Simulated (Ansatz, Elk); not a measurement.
**Bonding as seen by X-rays: ZnGaGePb2**

Structure refinements treat a crystal as free atoms side by side. For a made-up structure of ZnGaGePb2 (cell and positions from a r2SCAN relaxation) the runs below show what the calculated density changes in F(hkl).

Main program and level: Elk 11.2.3 (patched build); DFT, PBE, all-electron APW+lo, Dirac cores, scalar-relativistic bands, static density, no spin.

This account leaves out most program logs.

The structure was built from a prototype and need not be the compound's stable phase.

### 1. The structure

The structure is tetragonal, space group I4mm (No. 107). The conventional cell has a = 5.070 Å, b = 5.070 Å, c = 10.501 Å, α = 90.00°, β = 90.00°, γ = 90.00°. Nearest to Pb lie 2 Ga at 2.89 Å and 2 Ge at 2.91 Å. Nearest to Ge lie 1 Ga at 2.43 Å and 4 Pb at 2.91 Å. Ga has 1 Ge at 2.43 Å and 4 Pb at 2.89 Å nearest. Zn has 4 Pb at 3.54 Å nearest. Farther neighbours are not listed.

### 2. Ground state and structure factors

An all-electron density is needed, since X-rays see the cores too. Task 0 finds the density and task 195 Fourier-transforms it; tshift is off so that phases refer to the origin typed.

The input, elk.in:

```
tasks
  0
  195

xctype
  20

spinpol
  .false.

rgkmax
  7.0

gmaxvr
  14.0

lmaxo
  7

lmaxapw
  8

swidth
  0.002

tshift
  .false.

ramdisk
  .false.

hmaxvr
  5.5

maxscl
  120

epspot
  1e-06

sppath
  './'

avec
  -4.79039998867 4.79039998867 9.92231303005
  4.79039998867 -4.79039998867 9.92231303005
  4.79039998867 4.79039998867 -9.92231303005

atoms
  4
  'Pb.in'
  2
  0.8507315818 0.3507315818 0.5000000000   0.000000 0.000000 0.000000
  0.3507315818 0.8507315818 0.5000000000   0.000000 0.000000 0.000000
  'Ge.in'
  1
  -0.0129187848 -0.0129187848 -0.0000000000   0.000000 0.000000 0.000000
  'Ga.in'
  1
  0.2180940439 0.2180940439 -0.0000000000   0.000000 0.000000 0.000000
  'Zn.in'
  1
  0.6149615773 0.6149615773 -0.0000000000   0.000000 0.000000 0.000000

ngridk
  6 6 6
```

Command:

```
OMP_NUM_THREADS=4 elk
```

Elapsed: 89 s, on 4 threads of Arm Neoverse V1, shared host; peak memory 0.27 GiB; 4.4 min of CPU time.

SFACRHO.OUT:

```text

h k l indices transformed by vhmat matrix:
   1.000000000       0.000000000       0.000000000    
   0.000000000       1.000000000       0.000000000    
   0.000000000       0.000000000       1.000000000    

      h      k      l  multipl.   |H|            Re(F)            Im(F)           |F|

      0      0      0      1   0.0000000       257.00000      0.94072702E-16   257.00000    
     -1     -1      1      1  0.63323796      -40.481023       114.33569       121.29041    
      1      1     -1      1  0.63323796      -40.481023      -114.33569       121.29041    
     -1      0      1      4  0.72824066       14.183367      -7.2565109       15.931882    
      1      0      0      4  0.72824066       14.183367       7.2565109       15.931882    
      0      0      1      4  0.92745553      -67.138956     -0.53587635E-14   67.138956    
      0     -2      1      4   1.1230156       48.892118      -168.36095       175.31642    
      1      1      0      4   1.1230156       48.892118       168.36095       175.31642    
     -1     -2      2      4   1.1542595       25.342567       48.597633       54.808536    
      2      1     -1      4   1.1542595       25.342567      -48.597633       54.808536    
     -2     -2      2      1   1.2664759      -96.834982      -60.238928       114.04272    
      2      2     -2      1   1.2664759      -96.834982       60.238928       114.04272    
     -1      1     -1      4   1.3116202       214.22369     -0.10394440E-13   214.22369    
     -2      0      0      4   1.4564813      -35.575680       100.82887       106.92095    
      2      0     -2      4   1.4564813      -35.575680      -100.82887       106.92095    
     -1      0      2      8   1.5002273       11.836952      -6.0956057       13.314272    
      0      1     -2      8   1.5002273       11.836952       6.0956057       13.314272    
      1      3     -2      4   1.5697564       126.24639      -95.177767       158.10427
```

Elk indexes on the primitive cell of elk.in and gives |H| = 4π sin θ/λ in inverse bohr. Below, one row stands for each form hkl of the conventional cell (m members, Friedel mates merged), F is for one primitive cell and the density is static (no thermal factor). Free-atom factors are Waasmaier and Kirfel's, and R is Σm||F|−|F'||/Σm|F|.

| hkl | m | sin θ/λ (Å⁻¹) | abs F, DFT | neutral atoms | diff. | abs of complex diff. |
| --- | --- | --- | --- | --- | --- | --- |
| 002 | 2 | 0.095 | 121.291 | 121.351 | -0.060 | 0.061 |
| 101 | 8 | 0.110 | 15.932 | 15.716 | +0.216 | 0.216 |
| 110 | 4 | 0.140 | 67.139 | 67.407 | -0.268 | 0.268 |
| 112 | 8 | 0.169 | 175.316 | 175.533 | -0.217 | 0.228 |
| 103 | 8 | 0.174 | 54.809 | 54.822 | -0.013 | 0.057 |
| 004 | 2 | 0.191 | 114.043 | 114.192 | -0.149 | 0.158 |
| 200 | 4 | 0.197 | 214.224 | 214.585 | -0.361 | 0.361 |
| 202 | 8 | 0.219 | 106.921 | 106.968 | -0.047 | 0.078 |
| 211 | 16 | 0.226 | 13.314 | 13.308 | +0.007 | 0.020 |
| 114 | 8 | 0.236 | 158.104 | 158.358 | -0.255 | 0.255 |
| 105 | 8 | 0.258 | 61.578 | 62.157 | -0.579 | 0.579 |
| 213 | 16 | 0.263 | 47.620 | 48.058 | -0.439 | 0.441 |
| 204 | 8 | 0.274 | 103.835 | 103.681 | +0.155 | 0.167 |
| 220 | 4 | 0.279 | 192.624 | 193.083 | -0.459 | 0.459 |

### 3. The highest occupied states alone

An energy window below the Fermi level keeps the highest occupied states, to see at which angles they scatter; shallow core shells can lie inside it and anion s states outside. No new self-consistency is needed.

Changes to elk.in since step 2:

```diff
@@ -1,3 +1,2 @@
 tasks
-  0
   195
@@ -40,2 +39,5 @@
 
+wsfac
+  -0.196260 0.471240
+
 sppath
```

Command:

```
OMP_NUM_THREADS=4 elk
```

It took 24 s on 4 threads; peak memory 0.18 GiB; 30 s of CPU time.

States within 10 eV below the Fermi level hold 25.61 electrons; any levels below the window count with the cores, and a count that is not whole means the window cuts a band. Their amplitudes can exceed the total, where window and core parts have opposite phase:

| hkl | sin θ/λ (Å⁻¹) | abs F, window | abs F, all |
| --- | --- | --- | --- |
| 002 | 0.095 | 7.029 | 121.291 |
| 101 | 0.110 | 7.400 | 15.932 |
| 110 | 0.140 | 9.542 | 67.139 |
| 112 | 0.169 | 9.525 | 175.316 |
| 103 | 0.174 | 8.999 | 54.809 |
| 004 | 0.191 | 7.434 | 114.043 |
| 200 | 0.197 | 8.781 | 214.224 |
| 202 | 0.219 | 7.061 | 106.921 |
| 211 | 0.226 | 6.714 | 13.314 |
| 114 | 0.236 | 6.641 | 158.104 |

### 4. Another functional

The difference from free atoms is small, so it is set against the change that PBEsol makes.

Changes to elk.in since step 3:

```diff
@@ -1,2 +1,3 @@
 tasks
+  0
   195
@@ -4,3 +5,3 @@
 xctype
-  20
+  22
 
@@ -39,5 +40,2 @@
 
-wsfac
-  -0.196260 0.471240
-
 sppath
```

Command:

```
OMP_NUM_THREADS=4 elk
```

Run time: 88 s. Hardware: 4 threads; peak memory 0.26 GiB; 4.4 min of CPU time.

Against the first run R = 0.01 %; the largest change is -0.024 at 200.

### 5. Basis size

A smaller basis shows how fast F responds to it; the change is likely larger than the basis error of the first run, but doesn't show convergence.

Changes to elk.in since step 4:

```diff
@@ -5,3 +5,3 @@
 xctype
-  22
+  20
 
@@ -11,3 +11,3 @@
 rgkmax
-  7.0
+  5.5
```

Command:

```
OMP_NUM_THREADS=4 elk
```

Wall time 62 s (4 threads); peak memory 0.26 GiB.

Against the first run R = 0.02 %; the largest change is +0.094 at 008.

### 6. Settings against the effect

| run | R against the first run (%) | R against neutral atoms, low angle (%) | wall time |
| --- | --- | --- | --- |
| PBE, rgkmax 7 | 0.00 | 0.25 | 89 s |
| PBEsol | 0.01 | 0.26 | 88 s |
| rgkmax 5.5 | 0.02 | 0.24 | 62 s |

### 7. Outcome

* R against neutral atoms, sin θ/λ < 0.3 Å⁻¹: 0.25 %
* R against neutral atoms, 0.3 to 0.71 Å⁻¹: 0.07 %

Independent neutral atoms miss the calculated amplitudes by R = 0.25 % below 0.3 Å⁻¹ and 0.07 % from there to 0.71 Å⁻¹; by shells, 0.46 % below 0.15 Å⁻¹ (3 forms), 0.24 % 0.15 to 0.3 (14 forms), 0.12 % 0.3 to 0.45 (29 forms), 0.06 % above 0.45 (103 forms). Bonding, aspherical density and the tables' own atoms all enter these figures, and the runs don't part them. The largest change of an amplitude is -0.58 electrons, at 105. R counts amplitudes alone; phases shift too. The window's part falls from 25.6 electrons at the origin to at most 3.04 between 0.45 and 0.71 Å⁻¹, where compact states inside the window still scatter. Below 0.3 Å⁻¹ the changes that finished (PBEsol and rgkmax 5.5) move F by R = 0.02 % at most, against the 0.25 % that separates it from free atoms. The k-mesh has no finished test. Spin-orbit coupling is left out, which can matter for elements this heavy. Part of the difference isn't bonding: the tables are fits to free atoms and ions calculated by other methods than this functional. Thermal motion, anomalous dispersion and extinction are left out.

[Logs are printed without paths, hosts, clocks, repeated set-up lines and the standing remarks that a program may print on its own settings, such as how far it seeks lower states.]

[Hosts, paths, dates, database ids (printed as entryN), source tags and the programs' standing remarks are cut or masked in the printed files.]
